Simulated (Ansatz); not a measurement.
**BaMg2V2, from a guessed structure to a relaxed one**

Starting from a made-up structure for BaMg2V2, the aim is the relaxed cell, its shortest contacts and, where a second run follows, its electronic structure.

Main program and level: Ansatz 0.2.0; DFT, PBEsol, plane-wave PAW, default files, scalar-relativistic, ferromagnetic start, cell and ions relaxed at zero pressure.

In doubt: warnings of the run leave room for a lower electronic state, so energies may not be the lowest and differences between runs may mislead.

## 1. The structure

The structure is trigonal, space group P-3m1 (No. 164). Conventional cell: a = 4.456 Å, b = 4.456 Å, c = 7.712 Å, α = 90.00°, β = 90.00°, γ = 120.00°. Ba has 6 V at 3.36 Å nearest. Nearest to V lie 4 Mg at 2.67 Å and 3 Ba at 3.36 Å. Mg has 4 V at 2.67 Å nearest. Farther neighbours are not listed.

## 2. Relaxation of the guess

The guessed cell has no reason to be at equilibrium. It is relaxed with the atoms, within the space group of the guess.

Contents of input.yaml:

```yaml
crystal:
  lattice:
    - [4.456, 0.0, 0.0]
    - [-2.228, 3.859009199, 0.0]
    - [0.0, 0.0, 7.712]
  atoms:
    - { symbol: Ba, position: [0.0, 0.0, 0.0] }
    - { symbol: V, position: [0.333333333, 0.666666667, 0.2794], spin: 2.0 }
    - { symbol: V, position: [0.666666667, 0.333333333, 0.7206], spin: 2.0 }
    - { symbol: Mg, position: [0.333333333, 0.666666667, 0.6256] }
    - { symbol: Mg, position: [0.666666667, 0.333333333, 0.3744] }
magnetization:
  spin_polarized: true
kpoints:
  mp_grid: { grid: [7, 7, 4] }
scf:
  occupations: { method: fermi_dirac, width: 0.05 }
hamiltonian:
  xc: pbesol
  pseudopotentials: { kind: paw }
relax:
  f_tol: 0.015
  max_steps: 70
  cell: {}
output:
  forces: true
  stress: true
```

Command:

```
> ansatz run input.yaml --threads 4 --pin off --max-ram 8192MiB --backend cpu --events-out ev --progress --plain --runs-dir out
```

Numbers of over 12 decimals in the logs are rounded to 6 here.

Log:

```text
Engine: ansatz 0.2.0, aarch64-unknown-linux-gnu
Pseudopotentials: kind: paw
Pseudopotential: Ba, paw, valence charge 10, recommended cutoff 420 eV (normal), Ba.paw.azcp
Pseudopotential: V, paw, valence charge 13, recommended cutoff 420 eV (normal), V.paw.azcp
Pseudopotential: Mg, paw, valence charge 10, recommended cutoff 420 eV (normal), Mg.paw.azcp
Functional definition: PBEsol
  exchange = pbesol_x
  correlation = pbesol_c
Crystal: 5 atoms, lattice volume = 132.614 Å³
Basis set: ecut = 420 eV, 2623 PW (Γ), exchange–correlation on 60×60×108 points (8 copies of the dense FFT grid, shifted against one another)
Bands: 36, of which v1, the nominal top of the filled ones, is band 28 counted from 1 (27 counted from 0)
Symmetry: 12 space group operations
Space group: P-3m1 (ITA 164), of the structure as read, at distance tolerance 5.1e-5 Å
Magnetic group: BNS 164.85 (UNI 1315), of the structure as read, at distance tolerance 5.1e-5 Å
k-points: 28 of 196
Non-local potential: Ba, projectors of the file, l = 0: 3, l = 1: 2, l = 2: 2, l = 3: 2
Non-local potential: V, projectors of the file, l = 0: 3, l = 1: 2, l = 2: 3, l = 3: 1
Non-local potential: Mg, projectors of the file, l = 0: 3, l = 1: 2, l = 2: 1
PAW form: soft (Blöchl's): semilocal exchange-correlation on the pseudo side does not see the compensation charge
PAW frozen core: Ba, regenerated for the run's functional, and the local potential with it (the file was generated under x = pbe(κ = 0.804, μ = 0.219515), c = pbe(β = 0.066725))
PAW frozen core: V, regenerated for the run's functional, and the local potential with it (the file was generated under x = pbe(κ = 0.804, μ = 0.219515), c = pbe(β = 0.066725))
PAW frozen core: Mg, regenerated for the run's functional, and the local potential with it (the file was generated under x = pbe(κ = 0.804, μ = 0.219515), c = pbe(β = 0.066725))
PAW one-centre angular grid: Ba, 194 points (default); XC on 64 Gauss nodes
PAW one-centre angular grid: V, 590 points (default); XC on 64 Gauss nodes
PAW one-centre angular grid: Mg, 110 points (default); XC on 64 Gauss nodes
Initial density: superposition of atomic densities (chi_scale 0.1, normalization cell, long waves kept (reshape's long-wave potential 0.04 eV rms))
Starting moments: Σ|m| = 4 μB on 2 of 5 sites
Initial wavefunctions: pseudopotential atomic-orbital guess
Functional: x = pbesol(κ = 0.804, μ = 0.123457), c = pbesol(β = 0.046)
SCF iter   1: F=—  HF=-15451.064228 eV  |F-HF|=—  |Δ(HF+E_count)|=         —  Δρ=1.96e-2 (↑1.96e-2 ↓1.95e-2)  dr2=1.12e1  dr2_m=3.54e-2  M=4.738 μB ∫|m|=4.786 μB  β_m=0.30  ethr=3.10e-3  ⟨swp⟩=7.5  Hψ=9241  notcnv=0
Mixer restart at iter 1: flushing history
preconditioner: auto → Kerker (q_TF=auto, 2.363 Å⁻¹)  [metal: Δε(μ)=0.003 eV  Ē_g=5.842 eV  σ=0.050 eV  W_gap=0.02  n_scr=34 (ndim 8)  ℏωp=15.1 eV  f_vac=0.000  D(μ)=11.92/eV (n_scr^D=134)]
spin=Collinear: Kerker preconditioning applied to the charge; magnetization (m = ρ↑ − ρ↓) channel mixes plain (no charge-response kernel on spin).
SCF iter   2: F=—  HF=-15449.913041 eV  |F-HF|=—  |Δ(HF+E_count)|=    1.15e0  Δρ=1.42e-2 (↑1.42e-2 ↓1.29e-2)  dr2=5.10e0  dr2_m=9.75e-2  M=5.110 μB ∫|m|=5.155 μB  β_m=0.45  ethr=3.10e-3  ⟨swp⟩=2.6  Hψ=3082  notcnv=0  defer=1
SCF iter   3: F=—  HF=-15450.006997 eV  |F-HF|=—  |Δ(HF+E_count)|=   9.40e-2  Δρ=1.70e-2 (↑1.70e-2 ↓8.53e-3)  dr2=1.02e0  dr2_m=1.66e-1  M=5.967 μB ∫|m|=6.009 μB  β_m=0.32  ethr=3.10e-3  ⟨swp⟩=2.9  Hψ=2998  notcnv=0  defer=1
SCF iter   4: F=—  HF=-15450.354025 eV  |F-HF|=—  |Δ(HF+E_count)|=   3.47e-1  Δρ=1.77e-2 (↑1.77e-2 ↓7.15e-3)  dr2=4.86e-1  dr2_m=1.73e-1  M=6.678 μB ∫|m|=6.719 μB  β_m=0.20  ethr=1.83e-3  ⟨swp⟩=2.3  Hψ=2864  notcnv=0  defer=1
SCF iter   5: F=—  HF=-15450.708273 eV  |F-HF|=—  |Δ(HF+E_count)|=   3.54e-1  Δρ=8.02e-3 (↑7.57e-3 ↓8.02e-3)  dr2=8.13e-2  dr2_m=5.99e-2  M=7.318 μB ∫|m|=7.350 μB  β_m=0.53  ethr=8.67e-4  ⟨swp⟩=3.1  Hψ=3823  notcnv=0  defer=1
SCF iter   6: F=—  HF=-15450.902035 eV  |F-HF|=—  |Δ(HF+E_count)|=         —  Δρ=4.90e-3 (↑3.75e-3 ↓4.90e-3)  dr2=5.00e-3  dr2_m=2.19e-2  M=8.297 μB ∫|m|=8.323 μB  β_m=0.53  ethr=1.45e-4  ⟨swp⟩=3.5  Hψ=4445  notcnv=0  defer=16
Mixer restart at iter 6: flushing history
SCF iter   7: F=—  HF=-15450.899914 eV  |F-HF|=—  |Δ(HF+E_count)|=   2.12e-3  Δρ=2.79e-3 (↑2.79e-3 ↓2.38e-3)  dr2=2.06e-3  dr2_m=7.84e-3  M=8.302 μB ∫|m|=8.326 μB  β_m=0.76  ethr=8.93e-6  ⟨swp⟩=2.0  Hψ=4013  notcnv=0  defer=59
SCF iter   8: F=—  HF=-15450.898752 eV  |F-HF|=—  |Δ(HF+E_count)|=   1.16e-3  Δρ=1.95e-3 (↑1.95e-3 ↓3.10e-4)  dr2=6.00e-3  dr2_m=1.06e-3  M=8.338 μB ∫|m|=8.361 μB  β_m=0.59  ethr=3.67e-6  ⟨swp⟩=2.0  Hψ=3854  notcnv=0  defer=59
SCF iter   9: F=—  HF=-15450.898715 eV  |F-HF|=—  |Δ(HF+E_count)|=   3.71e-5  Δρ=1.68e-4 (↑1.68e-4 ↓1.60e-4)  dr2=2.61e-4  dr2_m=1.33e-5  M=8.328 μB ∫|m|=8.350 μB  β_m=0.79  ethr=3.67e-6  ⟨swp⟩=2.0  Hψ=3618  notcnv=0  defer=59
SCF iter  10: F=—  HF=-15450.898709 eV  |F-HF|=—  |Δ(HF+E_count)|=   5.74e-6  Δρ=8.99e-5 (↑8.99e-5 ↓3.95e-5)  dr2=2.53e-5  dr2_m=2.07e-6  M=8.332 μB ∫|m|=8.354 μB  β_m=0.87  ethr=4.67e-7  ⟨swp⟩=2.0  Hψ=2971  notcnv=0  defer=59
SCF iter  11: F=—  HF=-15450.898718 eV  |F-HF|=—  |Δ(HF+E_count)|=   8.73e-6  Δρ=7.12e-5 (↑7.12e-5 ↓2.09e-5)  dr2=1.25e-5  dr2_m=1.47e-6  M=8.331 μB ∫|m|=8.353 μB  β_m=0.93  ethr=4.52e-8  ⟨swp⟩=2.0  Hψ=3142  notcnv=0  defer=59
SCF iter  12: F=—  HF=-15450.898719 eV  |F-HF|=—  |Δ(HF+E_count)|=   1.23e-6  Δρ=3.81e-5 (↑3.81e-5 ↓6.52e-6)  dr2=2.09e-6  dr2_m=4.80e-7  M=8.331 μB ∫|m|=8.353 μB  β_m=0.97  ethr=2.24e-8  ⟨swp⟩=2.1  Hψ=2744  notcnv=0  defer=59
SCF iter  13: F=—  HF=-15450.898720 eV  |F-HF|=—  |Δ(HF+E_count)|=   9.58e-7  Δρ=2.09e-5 (↑2.09e-5 ↓2.71e-6)  dr2=7.72e-7  dr2_m=1.27e-7  M=8.331 μB ∫|m|=8.353 μB  β_m=0.98  ethr=3.73e-9  ⟨swp⟩=2.0  Hψ=2739  notcnv=0  defer=59
SCF iter  14: F=—  HF=-15450.898720 eV  |F-HF|=—  |Δ(HF+E_count)|=   7.67e-8  Δρ=1.09e-6 (↑1.09e-6 ↓8.82e-7)  dr2=4.77e-9  dr2_m=1.91e-10  M=8.330 μB ∫|m|=8.352 μB  β_m=0.95  ethr=1.38e-9  ⟨swp⟩=2.0  Hψ=2674  notcnv=0  defer=59
SCF iter  15: F=-15450.898720 eV  HF=-15450.898720 eV  |F-HF|=4.11e-10  |Δ(HF+E_count)|=  8.48e-10  Δρ=4.58e-7 (↑4.58e-7 ↓3.03e-7)  dr2=8.05e-10  dr2_m=3.52e-11  M=8.330 μB ∫|m|=8.352 μB  ethr=8.52e-12  ⟨swp⟩=2.8  Hψ=6861  notcnv=0
SCF 1 converged in 15 iterations: F = -15450.898720 eV  dr2 = 8.05e-10
  greatest PAW one-centre occupation: 1.000 electrons in one spin orbital (limit 2), on the Mg atom at site 4 (counted from 0), in its partial waves of l = 0
[...]
relax step  14: F+E_penalty+E_count = -15452.77708272 eV  Δ(F+E_penalty+E_count) = -2.155e-3 eV  max|allowed force component| = 4.963e-3 eV/Å  Δτ_max = 0.0178 Å  P = -0.128 GPa  Ω = 121.806 Å³  energy of the carried Pulay correction = +6.610e-4 eV  (8 SCF iters, dr2 threshold 2.93e-7 eV, accepted)
relax step  15: F+E_penalty+E_count = -15452.77742161 eV  Δ(F+E_penalty+E_count) = -3.389e-4 eV  max|allowed force component| = 9.285e-3 eV/Å  Δτ_max = 0.0078 Å  P = +0.052 GPa  Ω = 120.913 Å³  energy of the carried Pulay correction = +7.181e-4 eV  (8 SCF iters, dr2 threshold 5.76e-8 eV, accepted)
relax step  16: F+E_penalty+E_count = -15452.77746177 eV  Δ(F+E_penalty+E_count) = -4.016e-5 eV  max|allowed force component| = 5.265e-4 eV/Å  Δτ_max = 0.0023 Å  P = +0.002 GPa  Ω = 121.108 Å³  energy of the carried Pulay correction = +7.057e-4 eV  (7 SCF iters, dr2 threshold 1.49e-8 eV, accepted)
relax step  17: F+E_penalty+E_count = -15452.79133803 eV  Δ(F+E_penalty+E_count) = -1.388e-2 eV  max|allowed force component| = 1.993e-3 eV/Å  Δτ_max = 0.0000 Å  P = +0.247 GPa  Ω = 121.108 Å³  stress off target by 3.68e-1 GPa  SCF on the basis re-selected at this cell (its energy is not comparable with the rows above)  (11 SCF iters)
relax step  18: F+E_penalty+E_count = -15452.79306386 eV  Δ(F+E_penalty+E_count) = -1.726e-3 eV  max|allowed force component| = 4.109e-3 eV/Å  Δτ_max = 0.0063 Å  P = +0.059 GPa  Ω = 122.342 Å³  energy of the carried Pulay correction = -8.150e-5 eV  (8 SCF iters, dr2 threshold 3.39e-7 eV, accepted)
relax step  19: F+E_penalty+E_count = -15452.79314912 eV  Δ(F+E_penalty+E_count) = -8.526e-5 eV  max|allowed force component| = 5.310e-4 eV/Å  Δτ_max = 0.0054 Å  P = +0.000 GPa  Ω = 122.760 Å³  energy of the carried Pulay correction = -1.091e-4 eV  (8 SCF iters, dr2 threshold 1.52e-8 eV, accepted)
iter 1 solved again at ethr=7.61e-8 eV; its pass at ethr=3.10e-3 eV (dr2=4.26e-5 eV) is discarded
SCF iter   1: F=—  HF=-15452.793254 eV  |F-HF|=—  |Δ(HF+E_count)|=         —  Δρ=3.18e-5 (↑3.18e-5 ↓2.01e-5)  dr2=7.70e-8  dr2_m=6.14e-8  M=5.823 μB ∫|m|=6.009 μB  β_m=0.65  ethr=7.61e-8  ⟨swp⟩=3.4  Hψ=15289  notcnv=0
preconditioner: auto → Kerker (q_TF=auto, 1.932 Å⁻¹)  [metal: Δε(μ)=0.006 eV  Ē_g=6.085 eV  σ=0.050 eV  W_gap=0.03  n_scr=20 (ndim 8)  ℏωp=15.7 eV  f_vac=0.003  D(μ)=6.91/eV (n_scr^D=70)]
spin=Collinear: Kerker preconditioning applied to the charge; magnetization (m = ρ↑ − ρ↓) channel mixes plain (no charge-response kernel on spin).
SCF iter   2: F=—  HF=-15452.793259 eV  |F-HF|=—  |Δ(HF+E_count)|=   5.15e-6  Δρ=1.14e-5 (↑1.14e-5 ↓7.17e-6)  dr2=1.23e-8  dr2_m=8.43e-9  M=5.823 μB ∫|m|=6.009 μB  β_m=0.64  ethr=1.38e-10  ⟨swp⟩=2.9  Hψ=3821  notcnv=0
SCF iter   3: F=—  HF=-15452.793259 eV  |F-HF|=—  |Δ(HF+E_count)|=   5.42e-7  Δρ=1.04e-6 (↑1.04e-6 ↓6.42e-7)  dr2=8.37e-10  dr2_m=1.13e-10  M=5.823 μB ∫|m|=6.009 μB  β_m=0.59  ethr=2.19e-11  ⟨swp⟩=2.0  Hψ=3179  notcnv=0
SCF iter   4: F=—  HF=-15452.793259 eV  |F-HF|=—  |Δ(HF+E_count)|=   1.05e-8  Δρ=2.42e-7 (↑2.42e-7 ↓1.39e-7)  dr2=1.75e-10  dr2_m=2.83e-11  M=5.823 μB ∫|m|=6.010 μB  β_m=0.79  ethr=1.50e-12  ⟨swp⟩=2.0  Hψ=3566  notcnv=0
SCF iter   5: F=—  HF=-15452.793259 eV  |F-HF|=—  |Δ(HF+E_count)|=  6.73e-11  Δρ=1.05e-7 (↑1.05e-7 ↓6.23e-8)  dr2=9.32e-12  dr2_m=6.51e-12  M=5.823 μB ∫|m|=6.010 μB  β_m=0.90  ethr=1.00e-12  ⟨swp⟩=2.0  Hψ=2506  notcnv=0
SCF iter   6: F=-15452.793259 eV  HF=-15452.793259 eV  |F-HF|=1.64e-11  |Δ(HF+E_count)|=  1.82e-12  Δρ=6.33e-8 (↑6.33e-8 ↓1.93e-8)  dr2=1.45e-11  dr2_m=7.04e-13  M=5.823 μB ∫|m|=6.010 μB  ethr=1.00e-12  ⟨swp⟩=3.6  Hψ=6638  notcnv=0
SCF 20 converged in 6 iterations: F = -15452.793259 eV  dr2 = 1.45e-11
relax step  20: F+E_penalty+E_count = -15452.79325921 eV  Δ(F+E_penalty+E_count) = -1.101e-4 eV  max|allowed force component| = 5.292e-4 eV/Å  Δτ_max = 0.0000 Å  P = +0.001 GPa  Ω = 122.760 Å³  stress off target by 1.04e-3 GPa  SCF on the basis re-selected at this cell (its energy is not comparable with the rows above)  (6 SCF iters)
basis re-selected at this cell: Δ(F+E_penalty+E_count) = -1.101e-4 eV, ΔP = +0.001 GPa vs the last step (what re-selecting the basis moved, of the pressure what is left beyond the Pulay correction that the steps carried, after the strain that the cell walked since its last selection, with what the two solves' SCF thresholds leave and, on support functions, any second-order correction that the steps lacked; it is no m [...]
WARN: an SCF from antiferromagnetic starting moments (0.00, -2.35, 2.35, 0.00, 0.00 Bohr magnetons, atom by atom) was not made, by what the run has read of turns of its moments that order reads lower: the deck asks for what bars it, or types moments that do (magnetization.spin_polarized, in the input reference, names some of the keys), or the run goes by scf.lower_state_search: light, the default, which as a rule tries one only behind a close that has lost an order of both signs, or on which an open d or half-filled 4f shell of a PAW file has lost a moment that was set nearer to Hund's than to what is left; [rest of the remark cut]
SCF converged after 6 iterations
Magnetization: 5.8229 μB (30.9115 up, 25.0885 down)
Absolute magnetization: 6.0126 μB (∫|ρ↑−ρ↓|, with the PAW one-centre terms)
Spin contamination: 0.1460 ħ² per cell (⟨S²⟩ above its minimum at these occupations)
Per-site moments (μB) at R_I (Å): [(0.115166, 1.216702), (2.285014, 1.149490), (2.285014, 1.149490), (0.018069, 1.149490), (0.018069, 1.149490)]
Free energy (F): -15452.793259 eV
Harris-Foulkes:  -15452.793259 eV  (|F-HF|=1.64e-11)
Internal energy: -15452.737832 eV  (E = F + TS)
E sigma→0 (E₀):  -15452.765546 eV
Entropy (-TS):   -0.055427 eV (-11.085 meV/atom)
Fermi energy:    8.402191 eV
--- Per-component energies (eV) ---
  E_band       = -1193.155256
  E_kinetic    = 989.259373
  E_local      = -6571.507198  (includes V_loc(G=0)·N_el)
  E_nonlocal   = 176.127684
  E_hartree    = 2620.715172
  E_xc         = -478.302139
  E_vxc        = -533.541687  (∫ρ·V_xc dr)
  E_paw        = -7882.658996  (= ΣΔE_a)
  E_vpaw       = -494.924571  (= ΣTr[D̂ρ^β])
  E_aug_tail   = 0.000517  (compensation charges beyond the density's cutoff)
  E_ewald      = -4306.940759
  E_core_change = 0.568516  (= ΣΔE_core)
  E_smearing   = -0.055427  (= −TS)
  E_closure    = 0.000000  (closes the sum)
  Σ components = -15452.793259   (vs F -15452.793259, Δ=0.00e0)
--- Forces (eV/Å), atoms counted from 1 ---
  atom   1  Ba    -0.00000000     0.00000000     0.00000000
  atom   2  V      0.00000000     0.00000000    -0.00052923
  atom   3  V     -0.00000000    -0.00000000     0.00052923
  atom   4  Mg     0.00000000     0.00000000    -0.00050702
  atom   5  Mg    -0.00000000    -0.00000000     0.00050702
  max |Σ_I F_I| component: 7.40e-17 eV/Å
--- Stress (GPa, compression-positive) ---
        0.001042      -0.000000       0.000000
       -0.000000       0.001042      -0.000000
       -0.000000      -0.000000       0.001016
  P = ⅓ Tr σ = 0.0010 GPa (0.010 kbar)
--- Relaxed structure (18 steps of the walk, 18 accepted, 2 SCFs on fresh bases) ---
  F+E_penalty+E_count = -15452.79325921 eV   max|allowed force component| = 5.292e-4 eV/Å   (the final SCF, on the basis selected at the relaxed cell)
  cell:  # Å, volume = 122.7598 Å³
    - [5.012354, 0, -2.36709530280214e-17]
    - [-2.506177, 4.340826, 1.1835476514010713e-17]
    - [-4.0967322656717337e-17, 0, 5.642116]
  atoms:
    - { symbol: Ba, position: [0, 0, -5.286047936391983e-19] }
    - { symbol: V, position: [0.333333, 0.666667, 0.101114] }
    - { symbol: V, position: [0.666667, 0.333333, 0.898886] }
    - { symbol: Mg, position: [0.333333, 0.666667, 0.607213] }
    - { symbol: Mg, position: [0.666667, 0.333333, 0.392787] }
```

Wall time 1.8 min (4 threads of Arm Neoverse V1, shared host); peak memory 0.63 GiB; 6.7 min of CPU time.

Step by step:

```csv
step,energy less that of the first step (eV),largest force component (eV/Å),pressure (GPa),volume (Å³)
1,0.0000,0.8578,4.89,132.61
2,-0.3682,0.2448,0.71,146.28
3,-0.4112,0.1275,-0.16,148.75
4,-0.4295,0.0143,-0.29,146.43
5,-0.4409,0.0412,-0.02,144.25
6,-0.4661,0.0569,0.03,142.36
7,-0.5969,0.2414,-0.05,139.56
8,-0.8444,0.4229,0.01,134.96
9,-1.1937,0.6042,-0.30,130.38
10,-1.5784,0.6400,-0.17,125.78
11,-1.7886,0.3694,1.00,120.52
12,-1.8544,0.0127,-1.00,126.02
13,-1.8762,0.0513,-0.24,122.64
14,-1.8784,0.0050,-0.13,121.81
15,-1.8787,0.0093,0.05,120.91
16,-1.8787,0.0005,0.00,121.11
17*,-1.8926,0.0020,0.25,121.11
18,-1.8943,0.0041,0.06,122.34
19,-1.8944,0.0005,0.00,122.76
20*,-1.8945,0.0005,0.00,122.76
```

Relaxation steps marked * repeat the geometry before them on a plane-wave basis chosen anew for their cell, so energy and pressure can jump there.

The run keeps the 12 symmetry operations that it works with, so distortions that break them were not tested.

```
     cell as run  before  after   change
           a (Å)   4.456  5.012  +12.5 %
           b (Å)   4.456  5.012  +12.5 %
           c (Å)   7.712  5.642  -26.8 %
volume (Å³/atom)   26.52  24.55   -7.4 %
```

The atoms that moved most (Å, as changes of fractional coordinates times the final cell):

```
atom     dx     dy      dz  length
  V3  0.000  0.000   1.006   1.006
  V2  0.000  0.000  -1.006   1.006
 Mg5  0.000  0.000   0.104   0.104
 Mg4  0.000  0.000  -0.104   0.104
```

The relaxed structure:

```
Ba V Mg
1.0
     5.01235    0.00000    0.00000
    -2.50618    4.34083    0.00000
     0.00000    0.00000    5.64212
Ba V Mg
1 2 2
Direct
  0.00000 0.00000 0.00000
  0.33333 0.66667 0.10111
  0.66667 0.33333 0.89889
  0.33333 0.66667 0.60721
  0.66667 0.33333 0.39279
```

Numbers from this step:

```
free energy             : -15452.7933 eV
energy at zero smearing : -15452.7655 eV
smearing term TS        : 0.05543 eV
Fermi energy            : 8.402 eV
magnetization           : 5.823 μB
absolute magnetization  : 6.013 μB
site moments            : 0.1152, 2.285, 2.285, 0.01807, 0.01807 μB
electrons               : 56
symmetry operations     : 12
pressure                : 0.001034 GPa
```

Site moment by atom:

```csv
atom,site moment (μB)
Ba1,0.12
V2,2.29
V3,2.29
Mg4,0.02
Mg5,0.02
```

Shortest distances by pair of elements, guess and relaxed (not always the same contact):

```csv
pair,guess (Å),relaxed (Å)
Mg–V,2.670,2.787
Ba–V,3.356,2.950
V–V,4.266,3.111
Mg–Mg,3.220,3.137
Ba–Mg,3.867,3.645
```

The relaxation ends with a largest force component of 5.3e-4 eV/Å and a pressure of 0.00 GPa.

## 3. Outcome

```json
{
  "space group, relaxed": "P-3m1",
  "conventional cell": "a = 5.012, b = 5.012, c = 5.642 Å; α = 90.0°, β = 90.0°, γ = 120.0°",
  "volume per atom": "24.55 Å³ (guess 26.52)",
  "total moment": "5.82 μB in the cell of 5 atoms"
}
```

In words: BaMg2V2 relaxes to P-3m1 with a = 5.012, b = 5.012 and c = 5.642 Å. The guessed volume was 8 % too large. The space group P-3m1 was held in the relaxation, so the end point is a stationary structure within it and may be a saddle against distortions or other arrangements. The input starts from parallel moments, and no other start was typed. The electronic state may lie above the lowest one. Mesh and cutoff weren't tested. A vector of the cell changed its length by 27 %, so the starting arrangement is largely lost and the mesh was laid for another shape. Spin-orbit coupling is left out, which can matter for elements this heavy. No dispersion term is used, so weakly bound directions may come out too long. The program estimates, without running it, that another magnetic order lies lower than the one relaxed here. Nothing here tests whether the compound is stable against decomposition.

[Logs are printed without paths, hosts, clocks, repeated set-up lines and the standing remarks that a program may print on its own settings, such as how far it seeks lower states.]

[Hosts, paths, dates, database ids (printed as entryN), source tags and the programs' standing remarks are cut or masked in the printed files.]
